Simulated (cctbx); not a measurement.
**Symmetry from intensities**

Cell: a = 4.6860 Å, b = 4.6860 Å, c = 10.5030 Å, α = 90.00°, β = 90.00°, γ = 90.00°. Expected content of the cell: Ce2 Sn6 Be2.

The data are simulated with cctbx, not measured: Mo Kα, λ = 0.71073 Å, to d = 0.84 Å, 70 % of the full sphere, strongest reflection 20000 counts, noise from counting, a 1.5 % proportional error and a noise floor of 15 counts (s.d.); no absorption.

A first pass over the reflections prints:

```text
1148 reflections to d = 0.842 A
centring   violations  <I/sigma> of those
    A        265 of   568     15.0
    B        261 of   560     14.5
    C        278 of   598     12.5
    I          0 of   574      0.0
    R        353 of   776     14.2
    F        402 of   863     14.0
Laue class    unique    Rint  (classes that these axes allow; Friedel mates merged)
I 1 2/m 1         230   0.021
I 1 1 2/m         221   0.022
I 2/m 1 1         234   0.021
I m m m           140   0.023
I 4/m             115   0.023
I 4/m m m          82   0.023
space group    extra absences  I>4sigma  <I/sigma>
I 4 2 2                 0          0         -  acentric
I 4 m m                 0          0         -  acentric
I -4 m 2                0          0         -  acentric
I -4 2 m                0          0         -  acentric
I 4/m m m               0          0         -  centric
Wilson B = 0.88 A^2   <|E^2-1|> = 0.601 (0.968 centric, 0.736 acentric)   E^2>4: 0.0 %
shell (A)         n   <I/sigma>
 5.25 - 1.52     18     61.3
 1.52 - 1.21     14     73.3
 1.21 - 1.06     13     68.9
 1.06 - 0.97     12     81.0
 0.97 - 0.90     12     50.5
 0.90 - 0.84     13     58.4
```

**Question.** What are the lattice type, the Laue class and the likely space group?

The reflections that I centring forbids are absent (⟨I/σ⟩ near 0), so the lattice is I.

Rint stays low (0.021 to 0.023) up to I 4/m m m, the highest class in these axes.

5 settings pass the absence test. No glide or screw absences show, which leaves I 4 2 2, I 4 m m, I -4 m 2, I -4 2 m and I 4/m m m.

⟨|E²−1|⟩ = 0.601 leans to a non-centrosymmetric structure, or to twinning, which lowers it. The Wilson B of 0.88 Å² means U ≈ 0.0111 Å².

The true group is I4mm (no. 107), Laue class 4/mmm, non-centrosymmetric. The tables only narrow the choice to the tied entries; cell content, site symmetry and trial solutions must settle it.

This is a model crystal, built by substitution and not relaxed, with assumed displacement parameters.

[Logs are printed without paths, hosts, clocks, repeated set-up lines and the standing remarks that a program may print on its own settings, such as how far it seeks lower states.]
